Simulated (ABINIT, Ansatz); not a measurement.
# How the form of the self-energy moves the gap of LiBiB2O6 (R-3)

Wanted: the gap of LiBiB2O6 (R-3) under several approximations, with cost.

Program: ABINIT 10.8.3. Level of theory: LDA and many-body steps on it, plane waves. Results are calculated unless marked as measured.

### 1. Starting point

It takes space group R-3 (No. 148, trigonal). The conventional cell has a = 4.879 Å, b = 4.879 Å, c = 15.675 Å, α = 90.00°, β = 90.00°, γ = 120.00°. Li has 6 O at 2.22 Å nearest. Nearest to B lie 3 O at 1.38 Å. Bi has 6 O at 2.17 Å nearest. Nearest to O lie 1 B at 1.38 Å and 1 Bi at 2.17 Å and 1 Li at 2.22 Å. Farther neighbours and most contacts between anions are not listed.

The cell and positions are those that the Materials Project relaxed with its own functionals (PBE, PBE+U or r2SCAN), kept fixed. Spin-orbit coupling is left out unless a step names it.

### 2. Empty states on the mesh, 2×2×2 mesh, 228 bands

This step: ABINIT 10.8.3; DFT, LDA, plane waves, norm-conserving pseudopotentials.

The sums over transitions need many empty states on a uniform mesh; this step solves for them.

run.abi

```
acell 3*1.0 Angstrom
rprim 
  2.439250647883 1.408302018200 5.224968345293
  -2.439250647883 1.408302018200 5.224968345293
  0.000000000000 -2.816604036329 5.224968345313
ntypat 4
znucl 3 5 83 8
natom 10
typat 1 2 2 3 4 4 4 4 4 4
xred 
  0.500000000000 0.500000000000 0.500000000000
  0.254532000000 0.254532000000 0.254532000000
  0.745468000000 0.745468000000 0.745468000000
  -0.000000000000 -0.000000000000 0.000000000000
  0.031291000000 0.463879000000 0.746058000000
  0.536121000000 0.253942000000 0.968709000000
  0.253942000000 0.968709000000 0.536121000000
  0.746058000000 0.031291000000 0.463879000000
  0.463879000000 0.746058000000 0.031291000000
  0.968709000000 0.536121000000 0.253942000000
pp_dirpath "pseudos"
pseudos "Li.upf, B.upf, Bi.upf, O.upf"
ecut 44
ngkpt 2 2 2
nshiftk 1
shiftk 0 0 0
kptopt 1
chksymbreak 0
iscf -2
irdden 1
istwfk *1
nband 228
nbdbuf 20
tolwfr 1e-09
nstep 60
prtvol 0
indata_prefix "in"
outdata_prefix "out"
tmpdata_prefix "tmp"
```

Run with:

```console
$ OMP_NUM_THREADS=1 mpirun -n 4 abinit run.abi > log
```

Numbers of over 12 decimals in the logs are rounded to 6 here.

The program printed:

```text
.Version 10.8.3 of ABINIT. v10.8.2 released Aug 2026.

 Symmetries : space group R-3 (#148); Bravais hR (rhombohedral)
[... echo of the input left out ...]
== DATASET  1 ==================================================================
-   mpi_nproc: 4, omp_nthreads: 1 (-1 if OMP is not activated)

--- !DatasetInfo
iteration_state: {dtset: 1, }
dimensions: {natom: 10, nkpt: 4, mband: 228, nsppol: 1, nspinor: 1, nspden: 1, mpw: 10163, }
cutoff_energies: {ecut:  44.0, pawecutdg:  -1.0, }
[...]
2.74407    2.76026    2.80773    2.80773    2.83540    2.83962    2.83962    2.86129
   2.86130    2.87551    2.90759    2.90763    2.91996    2.92996    2.93015    2.93893
   2.96657    2.96826    2.96993    2.98735
 prteigrs : prtvol=0 or 1, do not print more k-points.

== END DATASET(S) ==============================================================
================================================================================

 -outvars: echo values of variables after computation  --------
            nband         228
             nkpt           4
          spgroup         148
 [... the other variables as echoed above ...]

 Calculation completed.
```

Elapsed: 2.6 min, on 4 MPI ranks of AMD EPYC 9R14 (Zen 4), shared host; peak memory 0.59 GiB.

Numbers from this step:

```
gap                                                           : 1.292 eV
k of the valence top                                          : 0.5, 0.5, 0
k of the conduction bottom                                    : 0.5, 0.5, 0.5
least direct gap                                              : 1.500 eV
k points computed                                             : 4
lowest point of the top converged band, above the valence top : 71.9200 eV
```

On this mesh the gap is 1.292 eV.

The density comes from a self-consistent run that is not shown.

### 3. Screening, 2×2×2 mesh, 105 bands, screening to 114.3 eV

The RPA dielectric matrix is built and inverted for each q.

This step: RPA screening on LDA, plane waves, norm-conserving pseudopotentials.

run.abi, as its differences from that of step 2:

```diff
@@ -28,10 +28,11 @@
 chksymbreak 0
-iscf -2
-irdden 1
 istwfk *1
-nband 228
-nbdbuf 20
-tolwfr 1e-09
-nstep 60
-prtvol 0
+occopt 1
+irdwfk 1
+optdriver 3
+nband 105
+ecuteps 4.2
+inclvkb 2
+awtr 1
+symchi 1
 indata_prefix "in"
```

The program printed:

```text
.Version 10.8.3 of ABINIT. v10.8.2 released Aug 2026.

 Symmetries : space group R-3 (#148); Bravais hR (rhombohedral)
[... echo of the input left out ...]
== DATASET  1 ==================================================================
-   mpi_nproc: 4, omp_nthreads: 1 (-1 if OMP is not activated)

--- !DatasetInfo
iteration_state: {dtset: 1, }
dimensions: {natom: 10, nkpt: 4, mband: 105, nsppol: 1, nspinor: 1, nspden: 1, mpw: 10163, }
cutoff_energies: {ecut:  44.0, pawecutdg:  -1.0, }
electrons: {nelect:   6.80000000E+01, charge:   0.00000000E+00, occopt:   1.00000000E+00, tsmear:   1.00000000E-02, }

 SCREENING: Calculation of the susceptibility and dielectric matrices

 Based on a program developped by R.W. Godby, V. Olevano, G. Onida, and L. Reining.
 Incorporated in ABINIT by V. Olevano, G.-M. Rignanese, and M. Torrent.
.Using double precision arithmetic ; gwpc =  8

[... cell and pseudopotentials left out ...]
--------------------------------------------------------------------------------

 ==== K-mesh for the wavefunctions ====
 Number of points in the irreducible wedge :     4
[... list of points left out ...]
 Together with  6 symmetry operations and time-reversal symmetry
 yields     8 points in the full Brillouin Zone.

 ==== Q-mesh for the screening function ====
 Number of points in the irreducible wedge :     4
[... list of points left out ...]
 Together with  6 symmetry operations and time-reversal symmetry
 yields     8 points in the full Brillouin Zone.

 setmesh: FFT mesh size selected  =    45x   45x   45
          total number of points  =        91125

 vcoul_init : cutoff-mode = AUXILIARY_FUNCTION
 q-points for optical limit:   1
     1)      0.000010    0.000020    0.000030

- screening: taking advantage of time-reversal symmetry
- Maximum band index for partially occupied states nbvw = 34
- Remaining bands to be divided among processors   nbcw = 71
- Number of bands treated by each node ~17

 Number of electrons calculated from density =   68.0000; Expected =   68.0000
 average of density, n =  0.093568
 r_s =    1.3665
 omega_plasma =   29.5065 [eV]

 calculating chi0 at frequencies [eV] :
  1    0.000000E+00    0.000000E+00
  2    0.000000E+00    2.950653E+01

--------------------------------------------------------------------------------
  q-point number  1        q = ( 0.000000, 0.000000, 0.000000) [r.l.u.]
--------------------------------------------------------------------------------
[... chi0 elements left out ...]
 For q-point:  0.000010 0.000020 0.000030
  dielectric constant =   5.6223
  dielectric constant without local fields =   6.8230

  Average fulfillment of the sum rule on Im[epsilon] for q-point    1 :     42.09  [%]
[... wings left out ...]
  q-point number  2        q = ( 0.500000, 0.000000, 0.000000) [r.l.u.]
--------------------------------------------------------------------------------
[... chi0 elements left out ...]
  Average fulfillment of the sum rule on Im[epsilon] for q-point    2 :     49.55  [%]

 [... 2 further q-points ...]
```

Run time: 50 s. Hardware: 4 MPI ranks; peak memory 2 GiB.

Numbers from this step:

```
ε∞ with local fields, on this mesh, along the program's q direction : 5.622
the same without local fields                                       : 6.823
plasma frequency                                                    : 29.51 eV
plane waves in the screening matrix                                 : 309
```

Local fields lower ε∞ by 18 %. On a Γ-centred mesh this coarse the value itself is usually too large, while a short band sum pulls it down.

### 4. G0W0, Godby-Needs plasmon pole

The self-energy is evaluated for the states that the input lists, and the levels follow from it, in one-shot runs by the linearised quasiparticle equation.

This step: G0W0 on LDA, plane waves, norm-conserving pseudopotentials.

run.abi, as its differences from that of step 3:

```diff
@@ -31,8 +31,19 @@
 irdwfk 1
-optdriver 3
+optdriver 4
 nband 105
+gwcalctyp 0
+ecutsigx 44
+symsigma 1
+nkptgw 3
+kptgw 
+  0.5000000000 0.5000000000 0.0000000000
+  0.5000000000 0.5000000000 0.5000000000
+  0.0000000000 0.0000000000 0.0000000000
+bdgw 
+  33 36
+  33 36
+  33 36
 ecuteps 4.2
-inclvkb 2
-awtr 1
-symchi 1
+irdscr 1
+ppmodel 1
 indata_prefix "in"
```

The program printed:

```text
.Version 10.8.3 of ABINIT. v10.8.2 released Aug 2026.

 Symmetries : space group R-3 (#148); Bravais hR (rhombohedral)
[... echo of the input left out ...]
== DATASET  1 ==================================================================
-   mpi_nproc: 4, omp_nthreads: 1 (-1 if OMP is not activated)

--- !DatasetInfo
iteration_state: {dtset: 1, }
dimensions: {natom: 10, nkpt: 4, mband: 105, nsppol: 1, nspinor: 1, nspden: 1, mpw: 10163, }
cutoff_energies: {ecut:  44.0, pawecutdg:  -1.0, }
electrons: {nelect:   6.80000000E+01, charge:   0.00000000E+00, occopt:   1.00000000E+00, tsmear:   1.00000000E-02, }

 SIGMA: Calculation of the GW corrections

 Based on a program developped by R.W. Godby, V. Olevano, G. Onida, and L. Reining.
 Incorporated in ABINIT by V. Olevano, G.-M. Rignanese, and M. Torrent.
.Using double precision arithmetic ; gwpc =  8

[... cell and pseudopotentials left out ...]
--------------------------------------------------------------------------------

 ==== K-mesh for the wavefunctions ====
 Number of points in the irreducible wedge :     4
[... list of points left out ...]
 Together with  6 symmetry operations and time-reversal symmetry
 yields     8 points in the full Brillouin Zone.

 ==== Q-mesh for screening function ====
 Number of points in the irreducible wedge :     4
[... list of points left out ...]
 Together with  6 symmetry operations and time-reversal symmetry
 yields     8 points in the full Brillouin Zone.

 vcoul_init : cutoff-mode = AUXILIARY_FUNCTION
 q-points for optical limit:   1
     1)      0.000010    0.000020    0.000030
 setmesh: FFT mesh size selected  =    72x   72x   72
          total number of points  =       373248

 Number of electrons calculated from density =   68.0000; Expected =   68.0000
 average of density, n =  0.093568
 r_s =    1.3665
 omega_plasma =   29.5065 [eV]

 === KS Band Gaps ===
  >>>> For spin  1
   Minimum direct gap =   1.4995 [eV], located at k-point      :   0.0000  0.0000  0.0000
   Fundamental gap    =   1.2916 [eV], Top of valence bands at :   0.5000  0.5000  0.0000
                                       Bottom of conduction at :   0.5000  0.5000  0.5000
 SIGMA fundamental parameters:
 PLASMON POLE MODEL  1
 number of plane-waves for SigmaX                10163
 number of plane-waves for SigmaC and W            309
 number of plane-waves for wavefunctions         10163
 number of bands                                   105
 number of independent spin polarizations            1
 number of spinorial components                      1
 number of k-points in IBZ                           4
 number of q-points in IBZ                           4
 number of symmetry operations                       6
 number of k-points in BZ                            8
 number of q-points in BZ                            8
 number of frequencies for dSigma/dE                 9
 frequency step for dSigma/dE [eV]                0.25
 number of omega for Sigma on real axis              0
 max omega for Sigma on real axis  [eV]           0.00
 zcut for avoiding poles [eV]                     0.10

 EPSILON^-1 parameters (SCR file):
 dimension of the eps^-1 matrix on file            309
 dimension of the eps^-1 matrix used               309
 number of plane-waves for wavefunctions         10163
 number of bands                                   105
 number of q-points in IBZ                           4
 number of frequencies                               2
 number of real frequencies                          1
 number of imag frequencies                          1

 matrix elements of self-energy operator (all in [eV])

 Perturbative Calculation

--- !SelfEnergy_ee
iteration_state: {dtset: 1, }
kpoint     : [   0.500,    0.500,    0.000, ]
spin       : 1
KS_gap     :    1.818
QP_gap     :    3.390
Delta_QP_KS:    1.572
data: !SigmaeeData |
     Band     E0 <VxcDFT>   SigX SigC(E0)      Z dSigC/dE  Sig(E)    E-E0       E
       33   2.229 -19.604 -24.516   5.236   0.767  -0.305 -19.356   0.249   2.478
       34   2.567 -19.937 -24.553   5.047   0.766  -0.306 -19.607   0.331   2.898
       35   4.385 -19.986 -16.851  -0.743   0.795  -0.258 -18.084   1.902   6.287
       36   9.033 -14.438  -8.929  -3.289   0.829  -0.207 -12.599   1.839  10.872

--- !SelfEnergy_ee
iteration_state: {dtset: 1, }
kpoint     : [   0.500,    0.500,    0.500, ]
spin       : 1
KS_gap     :    1.840
QP_gap     :    3.407
Delta_QP_KS:    1.566
data: !SigmaeeData |
     Band     E0 <VxcDFT>   SigX SigC(E0)      Z dSigC/dE  Sig(E)    E-E0       E
       33   2.018 -19.469 -24.671   5.448   0.766  -0.305 -19.281   0.188   2.207
       34   2.018 -19.469 -24.671   5.448   0.766  -0.305 -19.281   0.188   2.207
[...]
--- !SelfEnergy_ee
iteration_state: {dtset: 1, }
kpoint     : [   0.000,    0.000,    0.000, ]
spin       : 1
KS_gap     :    1.500
QP_gap     :    2.992
Delta_QP_KS:    1.492
data: !SigmaeeData |
     Band     E0 <VxcDFT>   SigX SigC(E0)      Z dSigC/dE  Sig(E)    E-E0       E
[...]
34   2.404 -19.838 -25.008   5.484   0.765  -0.307 -19.598   0.241   2.644
       35   3.903 -19.159 -16.350  -0.621   0.792  -0.262 -17.426   1.733   5.636
       36   9.212 -12.692  -6.839  -3.701   0.818  -0.222 -10.932   1.760  10.972

== END DATASET(S) ==============================================================
================================================================================

 -outvars: echo values of variables after computation  --------
           etotal      0.0000000000E+00
            nband         105
             nkpt           4
          spgroup         148
 [... the other variables as echoed above ...]

 Calculation completed.
```

Run time: 15 s. Hardware: 4 MPI ranks; peak memory 1.8 GiB.

This step gave:

| Property | Result |
| --- | --- |
| G0W0 gap on the points computed | 2.715 eV |
| starting gap on the mesh | 1.292 eV |
| k of the valence top | 0.5, 0.5, 0 |
| k of the conduction bottom | 0.5, 0.5, 0.5 |
| Z at the valence top | 0.766 |
| Z at the conduction bottom | 0.794 |
| least direct G0W0 gap on the computed points | 2.992 eV |

The gap on the mesh goes from 1.29 eV to 2.72 eV, a correction of +1.42 eV.

### 5. G0W0, Hybertsen-Louie plasmon pole

run.abi, as its differences from that of step 4:

```diff
@@ -47,3 +47,3 @@
 irdscr 1
-ppmodel 1
+ppmodel 2
 indata_prefix "in"
```

The program printed:

```text
.Version 10.8.3 of ABINIT. v10.8.2 released Aug 2026.

 Symmetries : space group R-3 (#148); Bravais hR (rhombohedral)
[... echo of the input left out ...]
== DATASET  1 ==================================================================
-   mpi_nproc: 4, omp_nthreads: 1 (-1 if OMP is not activated)

--- !DatasetInfo
iteration_state: {dtset: 1, }
dimensions: {natom: 10, nkpt: 4, mband: 105, nsppol: 1, nspinor: 1, nspden: 1, mpw: 10163, }
cutoff_energies: {ecut:  44.0, pawecutdg:  -1.0, }
electrons: {nelect:   6.80000000E+01, charge:   0.00000000E+00, occopt:   1.00000000E+00, tsmear:   1.00000000E-02, }

 SIGMA: Calculation of the GW corrections

 Based on a program developped by R.W. Godby, V. Olevano, G. Onida, and L. Reining.
 Incorporated in ABINIT by V. Olevano, G.-M. Rignanese, and M. Torrent.
.Using double precision arithmetic ; gwpc =  8

[... cell and pseudopotentials left out ...]
--------------------------------------------------------------------------------

 ==== K-mesh for the wavefunctions ====
 Number of points in the irreducible wedge :     4
[... list of points left out ...]
 Together with  6 symmetry operations and time-reversal symmetry
 yields     8 points in the full Brillouin Zone.

 ==== Q-mesh for screening function ====
 Number of points in the irreducible wedge :     4
[... list of points left out ...]
 Together with  6 symmetry operations and time-reversal symmetry
 yields     8 points in the full Brillouin Zone.

 vcoul_init : cutoff-mode = AUXILIARY_FUNCTION
 q-points for optical limit:   1
     1)      0.000010    0.000020    0.000030
 setmesh: FFT mesh size selected  =    72x   72x   72
          total number of points  =       373248

 Number of electrons calculated from density =   68.0000; Expected =   68.0000
[...]
number of plane-waves for wavefunctions         10163
 number of bands                                   105
 number of q-points in IBZ                           4
 number of frequencies                               2
 number of real frequencies                          1
 number of imag frequencies                          1

 matrix elements of self-energy operator (all in [eV])

 Perturbative Calculation

--- !SelfEnergy_ee
iteration_state: {dtset: 1, }
kpoint     : [   0.500,    0.500,    0.000, ]
spin       : 1
KS_gap     :    1.818
QP_gap     :    3.669
Delta_QP_KS:    1.851
data: !SigmaeeData |
     Band     E0 <VxcDFT>   SigX SigC(E0)      Z dSigC/dE  Sig(E)    E-E0       E
       33   2.229 -19.604 -24.516   4.689   0.850  -0.177 -19.794  -0.189   2.040
       34   2.567 -19.937 -24.553   4.584   0.849  -0.178 -19.964  -0.027   2.540
       35   4.385 -19.986 -16.851  -1.020   0.862  -0.160 -18.162   1.824   6.210
[...]
--- !SelfEnergy_ee
iteration_state: {dtset: 1, }
kpoint     : [   0.500,    0.500,    0.500, ]
spin       : 1
KS_gap     :    1.840
QP_gap     :    3.726
Delta_QP_KS:    1.886
data: !SigmaeeData |
     Band     E0 <VxcDFT>   SigX SigC(E0)      Z dSigC/dE  Sig(E)    E-E0       E
[...]
--- !SelfEnergy_ee
iteration_state: {dtset: 1, }
kpoint     : [   0.000,    0.000,    0.000, ]
spin       : 1
KS_gap     :    1.500
QP_gap     :    3.296
Delta_QP_KS:    1.796
data: !SigmaeeData |
     Band     E0 <VxcDFT>   SigX SigC(E0)      Z dSigC/dE  Sig(E)    E-E0       E
[...]
35   3.903 -19.159 -16.350  -0.966   0.861  -0.161 -17.571   1.587   5.491
       36   9.212 -12.692  -6.839  -3.688   0.880  -0.136 -10.787   1.905  11.117

== END DATASET(S) ==============================================================
================================================================================

 -outvars: echo values of variables after computation  --------
           etotal      0.0000000000E+00
            nband         105
             nkpt           4
          spgroup         148
 [... the other variables as echoed above ...]

 Calculation completed.
```

The job ended after 16 s (4 MPI ranks; peak memory 1.6 GiB; 65 s of CPU time).

This step gave:

```
G0W0 gap on the points computed              : 2.940 eV
starting gap on the mesh                     : 1.292 eV
k of the valence top                         : 0.5, 0.5, 0
k of the conduction bottom                   : 0.5, 0.5, 0.5
Z at the valence top                         : 0.849
Z at the conduction bottom                   : 0.863
least direct G0W0 gap on the computed points : 3.296 eV
```

Against G0W0 in ABINIT (2×2×2 mesh, 105 bands, screening to 114.3 eV, Godby-Needs plasmon pole), the gap moves by +0.225 eV.

(Continued in part 2 of 2.)

[Paths, hosts, dates, memory and timing lines, banners, echoed tables and standing remarks are left out of the program output.]

[Logs are printed without paths, hosts, clocks, repeated set-up lines and the standing remarks that a program may print on its own settings, such as how far it seeks lower states.]

[Runs of the session that timed out or met a known fault of the program may be left out.]

[No measured gap is set beside runs whose start may be inverted or whose files or cutoffs have a known fault.]

[Hosts, paths, dates, database ids (printed as entryN), source tags and the programs' standing remarks are cut or masked in the printed files.]

[G0W0 gaps are taken among the corrected bands and points alone; a level outside them can change the order at an edge.]

[Where Ansatz stands beside ABINIT at settings called matched, ABINIT's density can come from a denser mesh and the files from another edition; pairs whose starting gaps differed by over 0.03 eV were left out, so agreement reads better than it is.]
